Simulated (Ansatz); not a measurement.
**Na2LiBF6: complex band structure**

Wanted: the relaxed cell of Na2LiBF6, its band edges and its decay constants. It is built by putting B for Ga, Na for Rb in the Rb2LiGaF6 structure of space group Fm-3m, with the volume rescaled by atomic radii. The parent structure comes from the Materials Project.

Calculated with Ansatz 0.2.0; PBE DFT, plane waves, PAW files, in the first sound run; inputs show where later runs differ.

This is a report of a sequence of runs, with most program output left out.

The structure was built from a prototype and need not be the compound's stable phase.

### 1. Set-up

Symmetry: Fm-3m, No. 225, cubic system. Conventional cell: a = 7.474 Å, b = 7.474 Å, c = 7.474 Å, α = 90.00°, β = 90.00°, γ = 90.00°. Na has 12 F at 2.65 Å and 4 Li at 3.24 Å and 4 B at 3.24 Å nearest. Nearest to Li lie 6 F at 1.99 Å. Nearest to B lie 6 F at 1.75 Å and 8 Na at 3.24 Å. Nearest to F lie 1 B at 1.75 Å and 1 Li at 1.99 Å and 4 Na at 2.65 Å. It derives from Rb2LiGaF6. B for Ga, Na for Rb in the Rb2LiGaF6 structure of space group Fm-3m. Farther neighbours and most contacts between anions are not listed.

### 2. Relaxing the new crystal

The substituted atoms don't fit the parent's cell, so cell and atoms relax together. A small smearing keeps the run stable in case the gap closes on the way.

Contents of input.yaml:

```yaml
crystal:
  lattice:
    - [0.0, 3.7370444864, 3.7370444864]
    - [3.7370444864, 0.0, 3.7370444864]
    - [3.7370444864, 3.7370444864, 0.0]
  atoms:
    - { symbol: Na, position: [0.25, 0.25, 0.25] }
    - { symbol: Na, position: [0.75, 0.75, 0.75] }
    - { symbol: Li, position: [0.5, 0.5, 0.5] }
    - { symbol: B, position: [0.0, 0.0, 0.0] }
    - { symbol: F, position: [0.233795, 0.233795, 0.766205] }
    - { symbol: F, position: [0.233795, 0.766205, 0.766205] }
    - { symbol: F, position: [0.766205, 0.766205, 0.233795] }
    - { symbol: F, position: [0.233795, 0.766205, 0.233795] }
    - { symbol: F, position: [0.766205, 0.233795, 0.766205] }
    - { symbol: F, position: [0.766205, 0.233795, 0.233795] }
kpoints:
  mp_grid: { grid: [6, 6, 6] }
scf:
  occupations: { method: gaussian, width: 0.03 }
hamiltonian:
  xc: pbe
output:
  forces: true
  stress: true
relax:
  f_tol: 0.02
  max_steps: 60
  cell: {}
```

On the command line:

```
> ansatz run input.yaml --threads 2 --pin off --max-ram 4096MiB --backend cpu --events-out ev --progress --plain --runs-dir out
```

Wall time 14 s (2 threads of Intel Xeon Platinum 8259CL at 2.50GHz (Skylake/Cascade Lake), shared host); peak memory 0.48 GiB.

The steps of the relaxation:

```csv
step,energy less that of the first step (eV),largest force component (eV/Å),pressure (GPa),volume (Å³)
1,0.0000,1.8021,-9.35,104.38
2,-0.5427,0.8323,-4.27,100.32
3,-0.6558,0.2545,1.41,97.17
4,-0.6612,0.0062,0.02,97.88
5*,-0.6431,0.0085,-0.48,97.88
6,-0.6455,0.0060,-0.16,97.50
7,-0.6467,0.0001,-0.01,97.26
8*,-0.6445,0.0004,-0.04,97.26
```

Relaxation steps marked * repeat the geometry before them on a plane-wave basis chosen anew for their cell, so energy and pressure can jump there.

The run keeps the 48 symmetry operations that it works with, so distortions that break them were not tested.

```
conventional cell, symmetrised  before  after  change
                         a (Å)   7.474  7.300  -2.3 %
                         b (Å)   7.474  7.300  -2.3 %
                         c (Å)   7.474  7.300  -2.3 %
              volume (Å³/atom)   10.44   9.73  -6.8 %
```

The atoms that moved most (Å, as changes of fractional coordinates times the final cell):

```
atom      dx      dy      dz  length
  F7   0.000   0.000   0.068   0.068
  F6   0.068   0.000   0.000   0.068
  F9   0.000   0.068   0.000   0.068
  F5   0.000   0.000  -0.068   0.068
 F10  -0.068   0.000   0.000   0.068
  F8   0.000  -0.068   0.000   0.068
```

Numbers from this step:

| Item | Value |
| --- | --- |
| free energy | -8192.8644 eV |
| Fermi energy | 5.822 eV |
| pressure | -0.04138 GPa |

The largest force component on a free atom ends at 4.5e-4 eV/Å.

### 3. The bulk crystal and its band edges

The energy window and the wavevectors of the next steps follow from the band edges, so these are searched first, off the mesh as well.

Contents of input.yaml:

```yaml
crystal:
  lattice:
    - [0.0, 3.6500556029, 3.6500556029]
    - [3.6500556029, 0.0, 3.6500556029]
    - [3.6500556029, 3.6500556029, 0.0]
  atoms:
    - { symbol: Na, position: [0.25, 0.25, 0.25] }
    - { symbol: Na, position: [0.75, 0.75, 0.75] }
    - { symbol: Li, position: [0.5, 0.5, 0.5] }
    - { symbol: B, position: [0.0, 0.0, 0.0] }
    - { symbol: F, position: [0.224411724, 0.224411724, 0.775588276] }
    - { symbol: F, position: [0.224411724, 0.775588276, 0.775588276] }
    - { symbol: F, position: [0.775588276, 0.775588276, 0.224411724] }
    - { symbol: F, position: [0.224411724, 0.775588276, 0.224411724] }
    - { symbol: F, position: [0.775588276, 0.224411724, 0.775588276] }
    - { symbol: F, position: [0.775588276, 0.224411724, 0.224411724] }
kpoints:
  mp_grid: { grid: [6, 6, 6] }
  band_path: { path: [VBM, CBM], npoints: 30 }
scf:
  occupations: { method: fixed }
hamiltonian:
  xc: pbe
output:
  eigenvalues: true
  write_potential: true
  write_density: true
  volumetric_format: npy
```

Elapsed: 5.5 s, on 2 threads; peak memory 0.42 GiB; 10 s of CPU time.

Numbers from this step:

```
free energy         : -8192.8645 eV
Fermi energy        : 2.300 eV
gap on the k-mesh   : 7.043 eV
gap on path         : 7.043 eV, by band count; negative where bands overlap
direct gap on path  : 7.043 eV
edge places on path : 0, 0 1/A along the path
```

Levels at VBM (eV): -7.00, -4.88, -4.88, -4.88, -3.29, -3.29, -3.29, -1.26, -1.26, -1.01, -1.01, -1.01, -0.81, -0.81, -0.81, 0.00, 0.00, 0.00, 7.04.

The searched edges give 7.04 eV, as on the mesh.

### 4. Complex bands, plane (001)

This step: PBE DFT, plane waves, PAW files; complex bands by layer matching along the plane's normal (Ansatz 0.2.0).

The same crystal is laid in a cell whose first two vectors span the (001) plane (indices of the standard conventional cell, whose axes can be ordered otherwise than in the bulk input). At fixed energy and wavevector in the plane the solver finds all kz, real and complex. A few wavevectors are listed, (0, 0) and (0.5, 0) in units of the plane's reciprocal vectors; the slowest state needn't be among them.

Contents of input.yaml:

```yaml
crystal:
  lattice:
    - [5.161958137, 0.0, 0.0]
    - [0.0, 5.161958137, 0.0]
    - [2.580979069, 2.580979069, 3.650055603]
  atoms:
    - { symbol: Na, position: [0.25, 0.75, 0.5] }
    - { symbol: Na, position: [0.75, 0.25, 0.5] }
    - { symbol: Li, position: [0.5, 0.5, 0.0] }
    - { symbol: B, position: [0.0, 0.0, 0.0] }
    - { symbol: F, position: [0.775588276, 0.775588276, 0.448823448] }
    - { symbol: F, position: [0.775588276, 0.224411724, 0.0] }
    - { symbol: F, position: [0.224411724, 0.224411724, 0.551176552] }
    - { symbol: F, position: [0.224411724, 0.224411724, 0.0] }
    - { symbol: F, position: [0.775588276, 0.775588276, 0.0] }
    - { symbol: F, position: [0.224411724, 0.775588276, 0.0] }
kpoints:
  mp_grid: { grid: [6, 6, 6] }
scf:
  occupations: { method: fixed }
hamiltonian:
  xc: pbe
output:
  eigenvalues: true
  transmission:
    leads: [[0, 0]]
    kpoints: [[0.0, 0.0], [0.5, 0.0]]
    e_range: [-1.0, 8.04]
    de: 0.18
```

Wall time 43 s (2 threads); peak memory 0.74 GiB; 65 s of CPU time.

This step gave:

```yaml
level_to_which_the_leads_are_filled: 3.522 eV from the Fermi level
decay_constant_at_the_filling_level_zone_centre: 0.5905 Å⁻¹
decay_constant_at_the_filling_level_slowest_listed_point: 0.5905 Å⁻¹
```

K parallel (0, 0); values up to 1.5 1/Å, a degenerate pair printed once or twice; energies at which all values exceed this have no row. Table of Im kz of the slowest decaying states by energy, zero at the highest filled level on the SCF mesh:

```
energy (eV)  decay 1 (Å⁻¹)  decay 2 (Å⁻¹)  decay 3 (Å⁻¹)  decay 4 (Å⁻¹)
      -1.00          0.107          0.116          0.233          0.289
      -0.64          0.212          0.342          0.358          0.532
      -0.28          0.355          0.413          0.549          0.670
       0.08          0.194          0.437          0.466          0.660
       0.44          0.433          0.491          0.509          0.740
       0.80          0.529          0.544          0.562          0.801
       1.16          0.557          0.571          0.654          0.850
       1.52          0.578          0.593          0.728          0.889
       1.88          0.593          0.610          0.789          0.920
       2.24          0.602          0.624          0.841          0.943
       2.60          0.605          0.635          0.887          0.955
       2.96          0.602          0.645          0.931          0.964
       3.32          0.596          0.652          0.970          0.976
       3.68          0.584          0.657          0.974          0.995
       4.04          0.569          0.661          0.976           1.01
       4.40          0.548          0.662          0.977           1.03
       4.76          0.523          0.662          0.976           1.04
       5.12          0.491          0.660          0.973           1.05
       5.48          0.453          0.656          0.969           1.03
       5.84          0.406          0.651          0.964           1.02
       6.20          0.347          0.644          0.957           1.00
       6.56          0.268          0.635          0.949          0.984
       6.92          0.138          0.624          0.940          0.966
       7.28          0.611          0.930          0.945          0.953
       7.64          0.595          0.918          0.921          0.932
       8.00          0.578          0.895          0.906          0.909
```

K parallel (0.5, 0); values up to 1.5 1/Å, a degenerate pair printed once or twice; energies at which all values exceed this have no row. The Im kz of the slowest decaying states by energy, zero at the highest filled level on the SCF mesh:

```csv
energy (eV),decay 1 (Å⁻¹),decay 2 (Å⁻¹),decay 3 (Å⁻¹),decay 4 (Å⁻¹)
-1.00,0.284,0.914,1.13,1.43
-0.64,0.211,0.251,0.262,0.863
-0.28,0.126,0.156,0.375,0.721
0.08,0.469,0.714,1.28,1.35
0.44,0.572,0.819,1.30,1.32
0.80,0.650,0.889,1.29,1.32
1.16,0.714,0.936,0.950,1.25
1.52,0.770,0.987,1.21,1.35
1.88,0.824,1.02,1.16,1.36
2.24,0.840,0.931,1.06,1.09
2.60,0.853,1.02,1.09,1.37
2.96,0.869,1.03,1.11,1.38
3.32,0.884,1.04,1.14,1.38
3.68,0.898,1.04,1.17,1.38
4.04,0.910,1.05,1.19,1.38
4.40,0.920,1.06,1.22,1.38
4.76,0.930,1.07,1.26,1.38
5.12,0.939,1.12,1.32,1.40
5.48,0.949,0.989,1.35,1.35
5.84,0.930,0.963,1.12,1.26
6.20,0.878,1.00,1.20,1.30
6.56,0.826,0.977,1.16,1.30
6.92,0.769,0.954,1.13,1.30
7.28,0.706,0.933,1.10,1.32
7.64,0.632,0.913,1.07,1.32
8.00,0.543,0.893,1.04,1.31
```

At the listed wavevectors the last open channel is at -0.10 eV and the next at +7.10 eV on the grid. At +3.50 eV, the grid energy nearest the filling level (the middle of the gap on the SCF mesh), the slowest state at the listed wavevectors decays with κ = 0.591 Å⁻¹, its amplitude falling by e over 1.7 Å. Through 1 nm of this crystal that state's transmission falls by exp(−2 × 0.591 Å⁻¹ × 10 Å) = 7.4e-6.

### 5. Decay over the two-dimensional zone

The listed points could miss the slowest state, so one energy near mid-gap is solved on a mesh of 10×10.

input.yaml: that of step 4 with these lines changed.

```diff
@@ -24,6 +24,2 @@
   eigenvalues: true
-  transmission:
-    leads: [[0, 0]]
-    kpoints: [[0.0, 0.0], [0.5, 0.0]]
-    e_range: [-1.0, 8.04]
-    de: 0.18
+  transmission: { leads: [[0, 0]], kmesh: [10, 10], e_range: [3.52, 3.53], de: 0.05 }
```

Wall time 21 s (2 threads); peak memory 0.75 GiB.

Numbers from this step:

| Quantity | Value |
| --- | --- |
| least decay constant on the mesh | 0.5899 Å⁻¹ |

Slowest decay constant (1/Å; 0 where a channel is open) over k1 and k2. At 3.5200 eV from the Fermi level.

Ten even steps from '0' (0.590) to '9' (0.991):
```
6668878866
8655555556
9853222358
9852101258
7752000257
9852101258
9853222358
8655555556
6668878866
6689979986
```
Columns: k1 (b1) from -0.5 to 0.4; rows upwards: k2 (b2) from -0.5 to 0.4.

The least value on the mesh is 0.590 Å⁻¹ at +3.52 eV. At that energy the listed points give about 0.590 Å⁻¹ by interpolation, so the mesh holds no clearly slower state.

### 6. Complex bands, plane (111)

The same for the (111) plane, at (0, 0) and (0.5, 0), to see how the decay depends on direction.

Contents of input.yaml:

```yaml
crystal:
  lattice:
    - [5.161958137, 0.0, 0.0]
    - [2.580979069, 4.47038688, 0.0]
    - [2.580979069, 1.49012896, 4.21472117]
  atoms:
    - { symbol: Na, position: [0.75, 0.75, 0.75] }
    - { symbol: Na, position: [0.25, 0.25, 0.25] }
    - { symbol: Li, position: [0.5, 0.5, 0.5] }
    - { symbol: B, position: [0.0, 0.0, 0.0] }
    - { symbol: F, position: [0.775588276, 0.224411724, 0.224411724] }
    - { symbol: F, position: [0.224411724, 0.224411724, 0.775588276] }
    - { symbol: F, position: [0.224411724, 0.775588276, 0.775588276] }
    - { symbol: F, position: [0.224411724, 0.775588276, 0.224411724] }
    - { symbol: F, position: [0.775588276, 0.224411724, 0.775588276] }
    - { symbol: F, position: [0.775588276, 0.775588276, 0.224411724] }
kpoints:
  mp_grid: { grid: [6, 6, 6] }
scf:
  occupations: { method: fixed }
hamiltonian:
  xc: pbe
output:
  eigenvalues: true
  transmission:
    leads: [[0, 0]]
    kpoints: [[0.0, 0.0], [0.5, 0.0]]
    e_range: [-1.0, 8.04]
    de: 0.23
```

Run time: 17 s. Hardware: 2 threads; peak memory 0.71 GiB.

Numbers from this step:

```yaml
decay_constant_at_the_filling_level_zone_centre: 0.5543 Å⁻¹
decay_constant_at_the_filling_level_slowest_listed_point: 0.5543 Å⁻¹
```

K parallel (0, 0); values up to 1.5 1/Å, a degenerate pair printed once or twice; energies at which all values exceed this have no row. Table of Im kz of the slowest decaying states by energy, zero at the highest filled level on the SCF mesh:

```
energy (eV)  decay 1 (Å⁻¹)  decay 2 (Å⁻¹)  decay 3 (Å⁻¹)  decay 4 (Å⁻¹)
      -1.00         0.0809          0.323          0.715           1.04
      -0.54          0.233          0.299          0.386          0.393
      -0.08          0.360          0.544          0.962           1.08
       0.38          0.390          0.434          0.597          0.640
       0.84          0.484          0.506          0.711          0.811
       1.30          0.518          0.572          0.767          0.943
       1.76          0.542          0.618          0.812           1.04
       2.22          0.556          0.651          0.850           1.09
       2.68          0.562          0.677          0.881           1.08
       3.14          0.562          0.695          0.907           1.07
       3.60          0.554          0.708          0.929           1.06
       3.83          0.548          0.713          0.939           1.05
       4.29          0.530          0.719          0.956           1.04
       4.75          0.503          0.722          0.970           1.02
       5.21          0.467          0.720          0.982           1.00
       5.67          0.419          0.715          0.981          0.992
       6.13          0.354          0.707          0.958           1.00
       6.59          0.258          0.694          0.932           1.01
       7.05          0.678          0.903           1.01           1.39
       7.51          0.658          0.871           1.02           1.35
       7.97          0.633          0.835           1.02           1.32
```

K parallel (0.5, 0); values up to 1.5 1/Å, a degenerate pair printed once or twice; energies at which all values exceed this have no row. Im kz of the slowest decaying states against energy, zero at the highest filled level on the SCF mesh:

```
energy (eV)  decay 1 (Å⁻¹)  decay 2 (Å⁻¹)  decay 3 (Å⁻¹)  decay 4 (Å⁻¹)
      -1.00          0.263          0.341          0.447          0.566
      -0.54          0.251          0.328          0.362          0.370
      -0.08          0.304          0.321          0.408          0.518
       0.38          0.469          0.474          0.500          0.563
       0.84          0.561          0.610          0.692          0.697
       1.30          0.615          0.689          0.750          0.796
       1.76          0.655          0.745          0.797          0.861
       2.22          0.685          0.786          0.835          0.904
       2.68          0.708          0.817          0.868          0.937
       3.14          0.724          0.841          0.896          0.966
       3.60          0.735          0.860          0.919          0.991
       3.83          0.738          0.867          0.930           1.00
       4.29          0.742          0.878          0.950           1.02
       4.75          0.741          0.885          0.968           1.04
       5.21          0.735          0.887          0.986           1.05
       5.67          0.724          0.886           1.00           1.07
       6.13          0.707          0.881           1.02           1.08
       6.59          0.684          0.871           1.05           1.09
       7.05          0.651          0.858           1.08           1.10
       7.51          0.607          0.839           1.08           1.11
       7.97          0.546          0.815           1.02           1.13
```

At the listed wavevectors the last open channel is at -0.08 eV and the next at +7.05 eV on the grid. At +3.60 eV, the grid energy nearest the filling level (the middle of the gap on the SCF mesh), the slowest state at the listed wavevectors decays with κ = 0.554 Å⁻¹, its amplitude falling by e over 1.8 Å; the first such run, plane (001), gave 0.591 Å⁻¹.

### 7. Summary of results

| Item | Value |
| --- | --- |
| band gap | 7.04 eV |
| least decay constant at mid-gap, normal to (001) | 0.591 Å⁻¹ |
| least decay constant at mid-gap, normal to (111) | 0.554 Å⁻¹ |
| least decay constant on a mesh, normal to (001) | 0.590 Å⁻¹ |

**Reading.** With PBE, the slowest decay at the wavevectors tried is κ = 0.554 Å⁻¹, normal to (111). Through such a film the transmission near mid-gap falls as exp(−2κd), a factor of ten every 2.1 Å. The directions tried decay at nearly the same rate. A free electron under a barrier of half the gap would need a mass of 0.33 mₑ to decay at this rate. The compound is made up by substitution; its stability against other phases and against distortions of the cell's symmetry was not tested. A semilocal functional narrows gaps, so real decay constants are likely larger.

[Logs are printed without paths, hosts, clocks, repeated set-up lines and the standing remarks that a program may print on its own settings, such as how far it seeks lower states.]

[Hosts, paths, dates, database ids (printed as entryN), source tags and the programs' standing remarks are cut or masked in the printed files.]
